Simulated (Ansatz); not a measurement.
# Dielectric function and optical constants of SiO2, part 2 of 2

What colour and refractive index does SiO2 have at this level of theory?

Ansatz 0.2.0; DFT, PBE, plane-wave PAW, default files, scalar-relativistic, independent-particle optical response without local fields.

So far, electronic dielectric constant ε∞, mean over x, y and z (by symmetry where fewer were run): step 3 (spectrum) 2.57.

### 4. Static response with local fields

Perturbation theory gives the static response with local fields and the functional's kernel, and it needs no empty bands.

This step: DFT, PBE, plane-wave PAW, default files, scalar-relativistic, static field response by perturbation theory with local fields (Ansatz 0.2.0).

The input, input.yaml:

```yaml
crystal:
  lattice:
    - [4.2573816869, -2.4585013378, 0.0]
    - [4.2573816869, 2.4585013378, 0.0]
    - [0.0, 0.0, 5.407]
  atoms:
    - { symbol: Si, position: [0.0, 0.5299, 0.8333] }
    - { symbol: Si, position: [0.52995, 0.47005, 0.5] }
    - { symbol: Si, position: [0.4701, 0.0, 0.1667] }
    - { symbol: O, position: [0.7321, 0.854, 0.9507] }
    - { symbol: O, position: [0.4139, 0.7329, 0.2853] }
    - { symbol: O, position: [0.146, 0.2679, 0.0493] }
    - { symbol: O, position: [0.5863, 0.1464, 0.3807] }
    - { symbol: O, position: [0.8536, 0.4137, 0.6193] }
    - { symbol: O, position: [0.2671, 0.5861, 0.7147] }
kpoints:
  mp_grid: { grid: [5, 5, 4] }
scf:
  occupations: { method: fixed }
hamiltonian:
  xc: pbe
  pseudopotentials: { kind: paw }
dielectric: {}
```

Command:

```
ansatz run input.yaml --threads 4 --pin off --max-ram 8192MiB --backend cpu --events-out ev --progress --plain --runs-dir out
```

Numbers of over 12 decimals in the logs are rounded to 6 here.

Output:

```text
[...]
Crystal: 9 atoms, lattice volume = 113.188 Å³
Basis set: ecut = 420 eV, 2209 PW (Γ), exchange–correlation on 72×72×80 points (8 copies of the dense FFT grid, shifted against one another)
Bands: 33, of which v1, the nominal top of the filled ones, is band 24 counted from 1 (23 counted from 0)
Symmetry: 2 space group operations
k-points: 51 of 100 (irreducible under 1 space group operation, time reversal used)
[...]
SCF iter   1: F=—  HF=-5322.119660 eV  |F-HF|=—  |Δ(HF+E_count)|=         —  Δρ=1.31e-3  dr2=1.02e-3  ethr=1.77e-3  ⟨swp⟩=4.9  Hψ=7670  notcnv=0  defer=325
[...]
SCF iter   8: F=-5322.121930 eV  HF=-5322.121930 eV  |F-HF|=1.38e-10  |Δ(HF+E_count)|=  8.89e-10  Δρ=2.90e-7  dr2=6.54e-11  ethr=1.00e-12  ⟨swp⟩=11.6  Hψ=9423  notcnv=0
SCF 1 converged in 8 iterations: F = -5322.121930 eV  dr2 = 6.54e-11
[...]
DFPT response loops at Γ: preconditioner auto → none (the input reference at scf.mixing.eps_inf says where Resta's filter doesn't serve); β = 0.50; Broyden in place of MSR1
SCF converged after 8 iterations
Free energy (F): -5322.121930 eV
[...]
Internal energy: -5322.121930 eV  (E = F + TS)
E sigma→0 (E₀):  -5322.121930 eV
Fermi energy:    2.525373 eV
[...]
--- Band table (eV; the first three rows and the last of 51) ---
  k-point 0: bands = [... 20 lower, 1.5434, 1.8414, 2.2095, 2.2216, 8.5257, 11.8282, 11.8462, 12.3187, ... 5 higher]
  k-point 1: bands = [... 20 lower, 1.4594, 1.9946, 2.3105, 2.4366, 9.1252, 11.7077, 11.7621, 11.8017, ... 5 higher]
  k-point 2: bands = [... 20 lower, 1.3252, 2.3154, 2.3168, 2.4474, 10.4816, 10.4830, 11.5910, 12.2797, ... 5 higher]
  k-point 50: bands = [... 20 lower, 1.5671, 1.8941, 2.0756, 2.3637, 11.2619, 11.7499, 12.1793, 12.5762, ... 5 higher]
--- Dielectric response (ions clamped): 3 representative field directions + reference, on 51 of 100 k-points (Σ response iterations 27) ---
  k mesh reduced under 1 symmetry operation, with k and −k counted as one. Each operation leaves every solved perturbation unchanged. A smaller set is not considered because the run solves the response to a homogeneous field
  ε∞ (high-frequency dielectric tensor):
        2.452581     0.000000    -0.000930
        0.000000     2.454035    -0.000000
       -0.000931    -0.000000     2.486109
  Born effective charges Z* (e; rows j = field, columns β = displacement):
    site 0:
         3.16053   -0.28981    0.14966
        -0.29350    3.49521   -0.26336
        -0.12733    0.22587    3.44247
    site 1:
         3.66588    0.00000   -0.29677
        -0.00000    2.99464   -0.00000
         0.25634   -0.00000    3.45054
    site 2:
         3.16053    0.28981    0.14966
         0.29350    3.49521    0.26336
        -0.12733   -0.22587    3.44247
    site 3:
        -1.05936    0.02871    0.06554
         0.07823   -2.26779   -0.79100
         0.13322   -0.80040   -1.72048
    site 4:
        -1.92030   -0.57559    0.65696
        -0.52805   -1.40941    0.45437
         0.62921    0.51761   -1.72281
    site 5:
        -1.05936   -0.02871    0.06554
        -0.07823   -2.26779    0.79100
         0.13322    0.80040   -1.72048
    site 6:
        -2.01381   -0.47037   -0.72377
        -0.52105   -1.31534   -0.34192
        -0.76326   -0.28371   -1.72445
    site 7:
        -2.01381    0.47037   -0.72377
         0.52105   -1.31534    0.34192
        -0.76326    0.28371   -1.72445
    site 8:
        -1.92030    0.57559    0.65696
         0.52805   -1.40941   -0.45437
         0.62921   -0.51761   -1.72281
  Z* charge neutrality: 2.708e-5 e pre-enforcement
  k-mesh period / interband length: 21.6 Å / 0.95 Å = 22.69 at k = (0.0000, 0.0000, 0.0000), direct gap 6.304 eV — 14 or more, which is no proof of convergence
```

Wall time 24 s (4 threads of Intel Xeon Platinum 8488C (Sapphire Rapids), shared host); peak memory 1.1 GiB.

Numbers from this step:

```
electronic dielectric constant ε∞, mean over x, y and z (by symmetry where fewer were run) : 2.464
```

ε∞ with local fields:

```
2.45 0.00 0.00
0.00 2.45 0.00
0.00 0.00 2.49
```

Diagonal elements. Born, by row:

| atom | Z*xx (e) | Z*yy (e) | Z*zz (e) |
| --- | --- | --- | --- |
| Si1 | 3.161 | 3.495 | 3.442 |
| Si2 | 3.666 | 2.995 | 3.451 |
| Si3 | 3.161 | 3.495 | 3.442 |
| O4 | -1.059 | -2.268 | -1.72 |
| O5 | -1.92 | -1.409 | -1.723 |
| O6 | -1.059 | -2.268 | -1.72 |
| O7 | -2.014 | -1.315 | -1.724 |
| O8 | -2.014 | -1.315 | -1.724 |
| O9 | -1.92 | -1.409 | -1.723 |

Mean Born charges are Si +3.37 and O -1.68, against formal valences of +4 and -2. They fall short of the ionic values, as in covalent bonds.

### 5. Outcome

| Quantity | Value |
| --- | --- |
| gap on the path | 5.99 eV |
| least direct gap on the path | 6.30 eV |
| electronic dielectric constant ε∞, mean over x, y and z (by symmetry where fewer were run) (independent particles) | 2.57 |
| absorption onset, first axis (α over 10⁴ cm⁻¹, or the direct gap if that lies higher) | 7.37 eV |
| main peak of Im epsilon, first axis | 10.3 eV |
| electronic dielectric constant ε∞, mean over x, y and z (by symmetry where fewer were run) (static response with local fields) | 2.46 |

**Reading.** At this level (PBE, independent particles) SiO2 has a mean ε∞ = 2.57 (2.46 with local fields) and n = 1.60 at 1550 nm (E ∥ x); absorption sets in near 7.4 eV, and Im ε peaks at 10.3 eV (E ∥ x). The gap is indirect (5.99 eV), so absorption without phonons can begin only at the direct gap of 6.30 eV. The absorption coefficient passes 10⁴ cm⁻¹ only at 7.37 eV, 1.07 eV above the least direct gap: the lowest transitions are weak or forbidden for this polarisation, or few states take part. Distinct maxima of Im ε, read by a parabola through the highest points, lie at 10.30 eV (3.9), 12.30 eV (2.8) and 13.58 eV (2.4) for E ∥ x. The static values by axis are 2.56 (x), 2.56 (y), 2.58 (z). The f-sum over the summed bands holds 25.3 of the cell's 48 electrons outside the frozen cores, 12 of which lie in bands more than 12 eV below the Fermi level, whose transitions come at higher energies. Up to 14 eV the strength has a mean oscillator energy of 11.1 eV, and these transitions give 53 % of ε∞ − 1 along x; the rest comes from higher ones. A film 1 µm thick would pass 89 % of daylight and look colourless in transmission (x = 0.313, y = 0.329). With local fields and the functional's kernel the static response is 2.46 against 2.57 for independent particles (-4 %). In the base spectrum excitons and phonon-assisted transitions are missing, and so are local fields; PBE gaps are as a rule too small, which pulls the onset down and ε∞ up. In the base run ε includes the program's bounded estimate of what the bands above those summed add.

[Logs are printed without paths, hosts, clocks, repeated set-up lines and the standing remarks that a program may print on its own settings, such as how far it seeks lower states.]

[Hosts, paths, dates, database ids (printed as entryN), source tags and the programs' standing remarks are cut or masked in the printed files.]
